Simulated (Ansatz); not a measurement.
**MoGe2N4 monolayer in a perpendicular field**

Wanted: the out-of-plane response of the MoGe2N4 monolayer. A positive field points along +c.

Calculated with Ansatz 0.2.0; plane-wave DFT, r2SCAN-D4, Ansatz PAW, in the first sound run; inputs show where later runs differ.

## 1. The structure

The cell holds 7 atoms: 4 N, 2 Ge and 1 Mo. Its edges and angles: a = 3.020 Å, b = 3.020 Å, c = 45.209 Å, α = 90.0°, β = 90.0°, γ = 120.0°. Vacuum lies along c.

Structure file:

```cif
data_structure
_symmetry_space_group_name_H-M 'P 1'
_symmetry_Int_Tables_number 1
_cell_length_a 3.0200
_cell_length_b 3.0200
_cell_length_c 45.2091
_cell_angle_alpha 90.000
_cell_angle_beta 90.000
_cell_angle_gamma 120.000
_cell_volume 357.08
loop_
_atom_site_label
_atom_site_type_symbol
_atom_site_fract_x
_atom_site_fract_y
_atom_site_fract_z
_atom_site_occupancy
N1 N 0.00000 0.00000 0.42138 1
Ge2 Ge 0.33333 0.66667 0.43438 1
N3 N 0.33333 0.66667 0.47508 1
Mo4 Mo 0.00000 0.00000 0.50000 1
N5 N 0.33333 0.66667 0.52492 1
Ge6 Ge 0.33333 0.66667 0.56562 1
N7 N 0.00000 0.00000 0.57862 1
```

## 2. Relaxing the slab

The starting cell is a guess, so the in-plane lattice and the atoms are relaxed first, with the slab cut off from its images along the normal.

The input, input.yaml:

```yaml
crystal:
  lattice:
    - [3.02, 0.0, 0.0]
    - [-1.51, 2.6153967194, 0.0]
    - [0.0, 0.0, 45.209096681]
  atoms:
    - { symbol: "N", position: [0.0, 0.0, 0.4213753735] }
    - { symbol: Ge, position: [0.3333333333, 0.6666666667, 0.4343763881] }
    - { symbol: "N", position: [0.3333333333, 0.6666666667, 0.4750761617] }
    - { symbol: Mo, position: [0.0, 0.0, 0.5] }
    - { symbol: "N", position: [0.3333333333, 0.6666666667, 0.5249238383] }
    - { symbol: Ge, position: [0.3333333333, 0.6666666667, 0.5656236119] }
    - { symbol: "N", position: [0.0, 0.0, 0.5786246265] }
  periodic: [true, true, false]
kpoints:
  mp_grid: { grid: [12, 12, 1] }
hamiltonian:
  xc: r2scan
  dispersion: d4
scf:
  occupations: { method: fermi_dirac, width: 0.05 }
  convergence: { dr2_threshold: 1.0e-09 }
relax:
  f_tol: 0.004
  max_steps: 90
  cell: {}
output:
  write_potential: true
  write_density: true
  volumetric_format: npy
```

Started as:

```
> ansatz run input.yaml --threads 8 --pin off --max-ram 12288MiB --backend cpu --events-out ev --progress --plain --runs-dir out
```

The runs that follow: atoms held, field 0; single point, field 0.1 V/Å; single point, field -0.1 V/Å; atoms held, field 0.2 V/Å; atoms held, field -0.2 V/Å; atoms held, field 0.35 V/Å; response, atoms held; same geometry, cutoff 420 eV, functional LDA; same geometry, cutoff 420 eV, functional LDA (run 2); response at this level; same geometry, cutoff 420 eV, functional PBE; same geometry, cutoff 420 eV, functional PBE (run 2); same geometry, cutoff 500 eV, functional r2SCAN; same geometry, cutoff 500 eV, functional r2SCAN (run 2); same geometry, cutoff 420 eV, functional HSE06; same geometry, cutoff 420 eV, functional HSE06 (run 2); the series together; A changed input. Settings of the main run: cutoff 500 eV, 18×18×1 k-mesh, smearing width 0.05 eV, 1 layers, stack MoGe2N4 monolayer, PAW set soft 2.

What does the calculation give for the gap without field; and equivalent conductor thickness, atoms held?

The induced dipole equals that of a perfect conductor 8.14 Å thick, while the outer atoms lie 7.37 Å apart; an out-of-plane ε follows only once a thickness t is chosen, by 1 − 1/ε = 8.14 Å / t. The gap stays within 0.01 eV of 1.33 eV over the fields run, up to 0.35 V/Å in size. Semilocal functionals give gaps that are too small, and excitons are not included.

| Property | Result |
| --- | --- |
| gap without field | 1.33 eV |
| ionisation energy, upper face | 5.71 eV |
| electron affinity, upper face | 4.37 eV |
| equivalent conductor thickness, atoms held | 8.14 Å |
| equivalent conductor thickness, LDA | 8.24 Å |
| equivalent conductor thickness, PBE | 8.23 Å |
| equivalent conductor thickness, r2SCAN | 8.14 Å |
| equivalent conductor thickness, HSE06 | 8.06 Å |

Spin-orbit coupling is left out, which matters for the bands of elements this heavy. The outer anions sit over the metal atoms, one of several polytypes of such layers and not the lowest for every compound.

[Logs are printed without paths, hosts, clocks, repeated set-up lines and the standing remarks that a program may print on its own settings, such as how far it seeks lower states.]

[Hosts, paths, dates, database ids (printed as entryN), source tags and the programs' standing remarks are cut or masked in the printed files.]

[Maps of the electrostatic potential energy from Ansatz leave out the sawtooth potential of an applied field or a dipole correction, so their vacuum need not be flat; planar profiles and work functions include it.]
